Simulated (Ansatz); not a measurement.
# Lattice dynamics of ZnSe (Stilleite, F-43m), part 2 of 3

Wanted: vibrations and spectra of ZnSe (Stilleite, F-43m); the cell is already relaxed. After the zone centre comes a 4×4×4 q mesh on a 12×12×12 k mesh.

Ansatz 0.2.0; DFT LDA, scalar-relativistic, plane waves, PAW.

So far. Step 2 (Zone-centre response): Before it was imposed, the acoustic sum rule was missed by 8.5e-5 eV/Å² and the charge sum rule by 4.4e-4 e. Small misses are needed for a sound result but don't prove that mesh and cutoff are converged. The lowest optical mode is real, 218 cm⁻¹.

## (3) Phonons on a q mesh

Stability and thermal properties need the whole zone. Linear response on a 4×4×4 q mesh gives force constants as far as a supercell of that size would, and the tensors from the zone-centre run are typed in so that the long-range dipole term is interpolated apart.

input.yaml reads:

```yaml
crystal:
  lattice:
    - [0.0, 2.783768019, 2.783768019]
    - [2.783768019, 0.0, 2.783768019]
    - [2.783768019, 2.783768019, 0.0]
  atoms:
    - { symbol: Zn, position: [0.0, 0.0, 0.0] }
    - { symbol: Se, position: [0.25, 0.25, 0.25] }
kpoints:
  mp_grid: { grid: [12, 12, 12] }
hamiltonian:
  xc: lda
scf:
  occupations: { method: fixed }
output:
  eigenvalues: true
phonons:
  method: dfpt
  qmesh: [4, 4, 4]
  temperatures: { t_max: 1000, t_step: 50 }
  qpath:
    path:
      - [[0.0, 0.0, 0.0], [-0.5, -0.5, 0.0], [-0.375, -0.375, 0.25]]
      - [[-0.375, 0.0, 0.375], [0.0, 0.0, 0.0], [0.0, 0.0, 0.5], [-0.5, -0.25, 0.25], [-0.5, -0.5, 0.0]]
    npoints: 10
  non_analytic_term:
    high_frequency_dielectric_tensor: [[7.5186, 0.0, 0.0], [0.0, 7.5186, 0.0], [0.0, 0.0, 7.5186]]
    born_effective_charges:
      - { species: Zn, tensor: [[1.9729, 0.0, 0.0], [0.0, 1.9729, 0.0], [0.0, 0.0, 1.9729]] }
      - { species: Se, tensor: [[-1.9729, 0.0, 0.0], [0.0, -1.9729, 0.0], [0.0, 0.0, -1.9729]] }
    source: "zone-centre run at this cell"
```

Started as:

```console
> ansatz run input.yaml --threads 4 --pin off --max-ram 7168MiB --backend cpu --events-out ev --progress --plain --runs-dir out
```

Numbers of over 12 decimals in the logs are rounded to 6 here.

What it wrote:

```text
Warning: phonons: the dynamical matrix that this run interpolates holds no multipole term above the dipole-dipole one, and a site of this crystal is no centre of inversion, so its interpolated transverse optical and acoustic branches and sound speeds can stay off near Gamma, and the density of states and the thermodynamics with them. What a run solves at a wave vector of phonons.qpoints, Gamma apart, where the deck admits one, is free of this, and under fd what a larger phonons.supercell samples
[...]
Crystal: 2 atoms, lattice volume = 43.145 Å³
Basis set: ecut = 420 eV, 869 PW (Γ), exchange–correlation on 54×54×54 points (8 copies of the dense FFT grid, shifted against one another)
Bands: 18, of which v1, the nominal top of the filled ones, is band 14 counted from 1 (13 counted from 0)
Symmetry: 24 space group operations
k-points: 72 of 1728 (time reversal used)
[...]
SCF iter   1: F=—  HF=-8630.853639 eV  |F-HF|=—  |Δ(HF+E_count)|=         —  Δρ=5.41e-3  dr2=7.09e-3  ethr=1.77e-3  ⟨swp⟩=4.9  Hψ=5979  notcnv=0  defer=130
[...]
SCF iter   9: F=-8630.851224 eV  HF=-8630.851224 eV  |F-HF|=7.28e-12  |Δ(HF+E_count)|=  7.28e-11  Δρ=5.11e-8  dr2=7.80e-13  ethr=1.00e-12  ⟨swp⟩=7.2  Hψ=6906  notcnv=0
SCF 1 converged in 9 iterations: F = -8630.851224 eV  dr2 = 7.80e-13
[...]
NSCF: frozen V_eff on 72 k-points
[...]
DFPT response loops at q = (0, 0, 0) (fractional): preconditioner auto → none (the input reference at scf.mixing.eps_inf says where Resta's filter doesn't serve); β = 0.50; Broyden in place of MSR1
[...]
SCF converged after 9 iterations
Free energy (F): -8630.851224 eV
[...]
Internal energy: -8630.851224 eV  (E = F + TS)
E sigma→0 (E₀):  -8630.851224 eV
Fermi energy:    7.206657 eV
[...]
--- Band table (eV; the first three rows and the last of 72) ---
  k-point 0: bands = [... 10 lower, 0.7523, 7.2067, 7.2067, 7.2067, 8.4569, 12.9063, 12.9063, 12.9063]
  k-point 1: bands = [... 10 lower, 0.7513, 6.4016, 7.1272, 7.1272, 9.1024, 12.8409, 13.0378, 13.0378]
  k-point 2: bands = [... 10 lower, 0.7500, 5.1673, 6.9256, 6.9256, 9.7479, 13.0111, 13.3378, 13.3378]
  k-point 71: bands = [... 10 lower, 1.0983, 2.1941, 4.1828, 4.2512, 12.5562, 12.9005, 14.1378, 14.7695]
--- Phonons (Γ-DFPT): 2 representative perturbations + reference (Σ response iterations 6) ---
  ASR residual: 1.384e-5 → 0.000e0 eV/Å²; symmetrization residual: 5.729e-6 eV/Å²
  ASR residual per site (eV/Å²): 1.38e-5 9.66e-6
  Γ frequencies (cm⁻¹): 0.00 0.00 0.00 217.86 217.86 217.86
--- Phonons (arbitrary-q DFPT): 8 irreducible q on the 4×4×4 mesh ---
  q = [0.0000, 0.0000, 0.0000] (star 1, of the zone-centre solve; hermiticity 1.84e-6, symmetrization 4.27e-12): -0.00 -0.00 0.00 217.86 217.86 217.86
  q = [0.0000, 0.0000, 0.2500] (star 8, 2 solved perturbations on 936 of 1728 k-point pairs; hermiticity 4.31e-7, symmetrization 2.33e-12): 43.97 43.97 115.61 218.30 218.30 242.18
[...]
q = [0.0000, 0.2500, 0.2500] (star 6, 4 solved perturbations in 1608 linear systems a pass and spin channel, the states on 510 of 1728 k-point pairs; hermiticity 8.25e-7, symmetrization 3.91e-13): 60.94 60.94 118.42 218.83 218.83 243.22
[...]
sum rule: each row above includes the acoustic sum rule's correction from the zone centre's row sums; it moved no ω² by more than (0.24 cm⁻¹)²
  mesh force constants: q→R imaginary residual 1.76e-18; ASR residual 1.384e-5 → 0.000e0 eV/Å²; symmetrization residual 5.329e-15 eV/Å²
  interpolated dispersion: 63 rows × 6 modes
  density of states and harmonic sums: on the 20×20×20 q-mesh, interpolated from the force constants of a 4×4×4 supercell (with the dipole–dipole term of supplied tensors)
  largest difference from the sums on the solved wave vectors: F 1.12e-2 eV, S 1.52e-5 and C_V 4.00e-6 eV/K
  zero-point energy: 0.059449 eV/cell   skipped modes (ω ≤ 0): 3   left out of the sums: 6.25e-5 of the cell's modes: C_V's classical limit lies that fraction below 3 k_B per atom; for a crystal, a wire or a layer, F and S can be off by more, and a phonons.interpolated_qmesh denser along its periods is the remedy for the sampling
```

The job ended after 5.7 min (4 threads of Arm Neoverse V1, shared host; peak memory 3 GiB; 23 min of CPU time).

This step gave:

* sum-rule residual before enforcement: 1.38e-5 eV/Å²
* lowest frequency on the path: 0 cm⁻¹
* highest frequency on the path or at a solved wavevector: 252.9 cm⁻¹
* mean frequency: 159.8 cm⁻¹
* Debye temperature (second moment): 324 K
* logarithmic mean frequency: 140.1 cm⁻¹
* lowest mode on the q mesh (acoustic modes at Γ apart): 43.97 cm⁻¹
* zero-point energy per atom: 29.72 meV
* heat capacity at 300 K: 23.56 J/(mol atoms K)
* vibrational entropy at 300 K: 35.58 J/(mol atoms K)

Frequencies (cm⁻¹) solved at each irreducible wavevector; negative means imaginary. Frequencies by wavevector, by row:

| q in reciprocal lattice units | star | mode 1 | mode 2 | mode 3 | mode 4 | mode 5 | mode 6 |
| --- | --- | --- | --- | --- | --- | --- | --- |
| 0 0 0 | 1 | 0 | 0 | 0 | 217.9 | 217.9 | 217.9 |
| 0 0 0.25 | 8 | 44 | 44 | 115.6 | 218.3 | 218.3 | 242.2 |
| 0 0 -0.5 | 4 | 54 | 54 | 174.8 | 220.1 | 220.1 | 220.8 |
| 0 0.25 0.25 | 6 | 60.9 | 60.9 | 118.4 | 218.8 | 218.8 | 243.2 |
| 0 0.25 -0.5 | 24 | 67 | 88 | 162.8 | 213 | 220.7 | 232.1 |
| 0 0.25 -0.25 | 12 | 61.6 | 88.4 | 146.4 | 214.7 | 218.5 | 235.9 |
| 0 -0.5 -0.5 | 3 | 69.8 | 69.8 | 199.8 | 205.2 | 223.2 | 223.2 |
| 0.25 -0.5 -0.25 | 6 | 83.9 | 94.5 | 185.5 | 185.7 | 224.7 | 234.3 |

Interpolated from a 4×4×4 q mesh, with the LO-TO term (at Γ the limit along the path; where Γ stands inside the path, tables give the limit on arrival). The phonon branches at the labelled points (cm⁻¹):

| point | branch 1 | branch 2 | branch 3 | branch 4 | branch 5 | branch 6 |
| --- | --- | --- | --- | --- | --- | --- |
| Γ | 0 | 0 | 0 | 218 | 218 | 253 |
| halfway | 61 | 61 | 118 | 219 | 219 | 243 |
| X | 70 | 70 | 200 | 205 | 223 | 223 |
| halfway | 70 | 79 | 195 | 201 | 223 | 228 |
| U | 70 | 91 | 183 | 198 | 221 | 234 |
| jump to K | 70 | 91 | 183 | 198 | 221 | 234 |
| halfway | 50 | 76 | 121 | 218 | 222 | 237 |
| Γ | 0 | 0 | 0 | 218 | 218 | 253 |
| halfway | 44 | 44 | 116 | 218 | 218 | 242 |
| L | 54 | 54 | 175 | 220 | 220 | 221 |
| halfway | 69 | 86 | 167 | 208 | 221 | 233 |
| W | 84 | 94 | 186 | 186 | 225 | 234 |
| halfway | 77 | 82 | 192 | 196 | 224 | 230 |
| X | 70 | 70 | 200 | 205 | 223 | 223 |

The phonon branches as a text plot (rows in cm⁻¹):

```
    248 |*******                  **********
    237 |       **       *********          ***       *******
    227 |         ********      *              ** **** **********
    216 |*********  *     *****************************
    205 |            ***   **                         **       **
    195 |            ******                             **  *****
    184 |           *    **                              ****
    174 |         **       *                    *****   *
    163 |                   *                  *     ***
    153 |        *           **               *
    142 |       *
    132 |                      *             *
    121 |      *                *
    111 |                                   *
    100 |    **                  *         *
     90 |               ********                      ********
     79 |   *          *        * **      *          * ********
     68 |       ***************  *                 ****        **
     58 |    ***               *    *          ******
     47 |  *                    * **     *  ***
     37 |   *                    *  *      *
     26 | **                      ** *  * *
     16 | *                         **   *
      5 |*                           ****
         Γ           X  U|K            Γ         L        W     X
```

The phonon density of states has structure finer than the step of the table below, so its rows give means over 5 cm⁻¹, whole bins alone (the curve runs from 1 to 253 cm⁻¹). Peaks (cm⁻¹: height): 71.0: 0.0836, 219.0: 0.303, 233.0: 0.127.

Tetrahedra on a 20×20×20 mesh, mean over bins of 2 cm-1. Interpolated from a 4×4×4 q mesh. Table of phonon density of states by wavenumber; means over each step:

| wavenumber (cm⁻¹) | phonon density of states (1/cm⁻¹/cell) |
| --- | --- |
| 5 | 5.9e-5 |
| 10 | 2.6e-4 |
| 15 | 6.5e-4 |
| 20 | 0.00126 |
| 25 | 0.00210 |
| 30 | 0.00318 |
| 35 | 0.00462 |
| 40 | 0.00662 |
| 45 | 0.00959 |
| 50 | 0.0151 |
| 55 | 0.0299 |
| 60 | 0.0385 |
| 65 | 0.0471 |
| 70 | 0.0681 |
| 75 | 0.0522 |
| 80 | 0.0413 |
| 85 | 0.0368 |
| 90 | 0.0420 |
| 95 | 0.0125 |
| 100 | 0.00242 |
| 105 | 0.00281 |
| 110 | 0.00332 |
| 115 | 0.00384 |
| 120 | 0.00451 |
| 125 | 0.00525 |
| 130 | 0.00613 |
| 135 | 0.00716 |
| 140 | 0.00840 |
| 145 | 0.00989 |
| 150 | 0.0118 |
| 155 | 0.0144 |
| 160 | 0.0187 |
| 165 | 0.0290 |
| 170 | 0.0242 |
| 175 | 0.0143 |
| 180 | 0.0104 |
| 185 | 0.00672 |
| 190 | 0.00525 |
| 195 | 0.00900 |
| 200 | 0.0183 |
| 205 | 0.0245 |
| 210 | 0.0291 |
| 215 | 0.0536 |
| 220 | 0.221 |
| 225 | 0.0562 |
| 230 | 0.0635 |
| 235 | 0.0902 |
| 240 | 0.0174 |
| 245 | 0.0110 |
| 250 | 0.00545 |

The partial phonon density of states has structure finer than the step of the table below, so its rows give means over 5 cm⁻¹, whole bins alone (the curve runs from -10 to 270 cm⁻¹). Peaks (cm⁻¹: height): Se 71.0: 0.0297, 220.5: 0.114, 232.9: 0.0635; Zn 71.0: 0.0392, 166.0: 0.0151, 220.5: 0.102, 232.9: 0.0395.

Phonopy on the run's constants, 17x17x17 mesh, Gaussian sigma 2.0 cm-1. Interpolated from a 4×4×4 q mesh. The partial phonon density of states by wavenumber; means over each step; values in 1/cm⁻¹/cell:

| wavenumber (cm⁻¹) | Se | Zn |
| --- | --- | --- |
| -5 | 7.4e-6 | 6.9e-6 |
| 0 | 4.8e-5 | 4.1e-5 |
| 5 | 1.3e-5 | 1.3e-5 |
| 10 | 2.2e-4 | 1.8e-4 |
| 15 | 4.4e-4 | 3.8e-4 |
| 20 | 4.3e-4 | 3.7e-4 |
| 25 | 0.00149 | 0.00129 |
| 30 | 0.00164 | 0.00143 |
| 35 | 0.00252 | 0.00228 |
| 40 | 0.00344 | 0.00320 |
| 45 | 0.00484 | 0.00463 |
| 50 | 0.00838 | 0.00837 |
| 55 | 0.0143 | 0.0150 |
| 60 | 0.0179 | 0.0198 |
| 65 | 0.0220 | 0.0261 |
| 70 | 0.0282 | 0.0366 |
| 75 | 0.0219 | 0.0303 |
| 80 | 0.0168 | 0.0243 |
| 85 | 0.0150 | 0.0227 |
| 90 | 0.0153 | 0.0242 |
| 95 | 0.00601 | 0.00947 |
| 100 | 0.00134 | 0.00126 |
| 105 | 0.00159 | 0.00141 |
| 110 | 0.00178 | 0.00161 |
| 115 | 0.00191 | 0.00173 |
| 120 | 0.00243 | 0.00225 |
| 125 | 0.00272 | 0.00253 |
| 130 | 0.00305 | 0.00292 |
| 135 | 0.00384 | 0.00369 |
| 140 | 0.00404 | 0.00399 |
| 145 | 0.00521 | 0.00518 |
| 150 | 0.00546 | 0.00561 |
| 155 | 0.00755 | 0.00781 |
| 160 | 0.00853 | 0.00924 |
| 165 | 0.0133 | 0.0146 |
| 170 | 0.0117 | 0.0127 |
| 175 | 0.00751 | 0.00721 |
| 180 | 0.00547 | 0.00458 |
| 185 | 0.00417 | 0.00290 |
| 190 | 0.00357 | 0.00245 |
| 195 | 0.00512 | 0.00505 |
| 200 | 0.00836 | 0.00963 |
| 205 | 0.0114 | 0.0125 |
| 210 | 0.0143 | 0.0149 |
| 215 | 0.0363 | 0.0357 |
| 220 | 0.0978 | 0.0884 |
| 225 | 0.0415 | 0.0325 |
| 230 | 0.0400 | 0.0253 |
| 235 | 0.0486 | 0.0314 |
| 240 | 0.0124 | 0.0108 |
| 245 | 0.00518 | 0.00581 |
| 250 | 0.00258 | 0.00303 |
| 255 | 3.7e-4 | 4.4e-4 |
| 260 | 1.8e-6 | 1.8e-6 |

Second derivatives of the energy by pair, one row for each kind of neighbour of each atom listed. Each entry sums the pair over the periodic images of the supercell that the q mesh stands for, and in a polar crystal it holds the long-range dipole part too. Force constants by pair, by row:

| atom | neighbour | distance (Å) | third of the trace (eV/Å²) | along the pair's line (eV/Å²) |
| --- | --- | --- | --- | --- |
| Zn1 | itself | 0 | 6.856 | – |
| Zn1 | Se | 2.411 | -1.692 | -4.489 |
| Zn1 | Zn | 3.937 | 0.0056 | -0.422 |
| Zn1 | Se | 4.616 | -0.0084 | 0.0849 |
| Zn1 | Zn | 5.568 | -0.0116 | -0.0558 |
| Zn1 | Se | 6.067 | 0.0293 | 0.1505 |
| Zn1 | Zn | 6.819 | -0.0206 | -0.0702 |
| Zn1 | Se | 7.232 | 0.0075 | 0.0254 |
| Zn1 | Se | 7.232 | 0.0023 | 0.0204 |
| Se2 | itself | 0 | 9.392 | – |
| Se2 | Zn | 2.411 | -1.692 | -4.489 |
| Se2 | Se | 3.937 | -0.2164 | -0.7158 |
| Se2 | Zn | 4.616 | -0.0084 | 0.0849 |
| Se2 | Se | 5.568 | 0.0016 | -0.0257 |
| Se2 | Zn | 6.067 | 0.0293 | 0.1505 |
| Se2 | Se | 6.819 | -0.0073 | -0.0328 |
| Se2 | Zn | 7.232 | 0.0075 | 0.0254 |
| Se2 | Zn | 7.232 | 0.0023 | 0.0204 |

Harmonic thermodynamic functions per atom, from the density of states. Interpolated from a 4×4×4 q mesh. Thermodynamic functions, by row:

| T (K) | F_vib (meV/atom) | S (J/mol-atom/K) | C_V (J/mol-atom/K) |
| --- | --- | --- | --- |
| 0 | 29.72 | 0 | 0 |
| 50 | 28.96 | 4.571 | 7.942 |
| 100 | 24.45 | 12.83 | 16.11 |
| 200 | 3.72 | 26.31 | 22.01 |
| 300 | -28.62 | 35.58 | 23.56 |
| 400 | -69.21 | 42.45 | 24.14 |
| 500 | -116.1 | 47.87 | 24.43 |
| 600 | -168.1 | 52.34 | 24.58 |
| 700 | -224.4 | 56.14 | 24.68 |
| 800 | -284.3 | 59.44 | 24.74 |
| 900 | -347.4 | 62.35 | 24.78 |
| 1000 | -413.4 | 64.96 | 24.81 |

Harmonic mean-square displacement, third of the trace. Interpolated from a 4×4×4 q mesh. Mean square displacements, by row:

| T (K) | Zn1 U_eq (Å²) | Se2 U_eq (Å²) |
| --- | --- | --- |
| 0 | 0.00228 | 0.00174 |
| 100 | 0.00457 | 0.00349 |
| 300 | 0.01222 | 0.00924 |
| 600 | 0.02414 | 0.01823 |

Symmetry leaves 8 wavevectors to solve. The lowest mode among them, the acoustic zeros apart, lies at q = (0, 0, 0.25) and is real, 44.0 cm⁻¹.

(Continued in part 3 of 3.)

[Logs are printed without paths, hosts, clocks, repeated set-up lines and the standing remarks that a program may print on its own settings, such as how far it seeks lower states.]

[Hosts, paths, dates, database ids (printed as entryN), source tags and the programs' standing remarks are cut or masked in the printed files.]
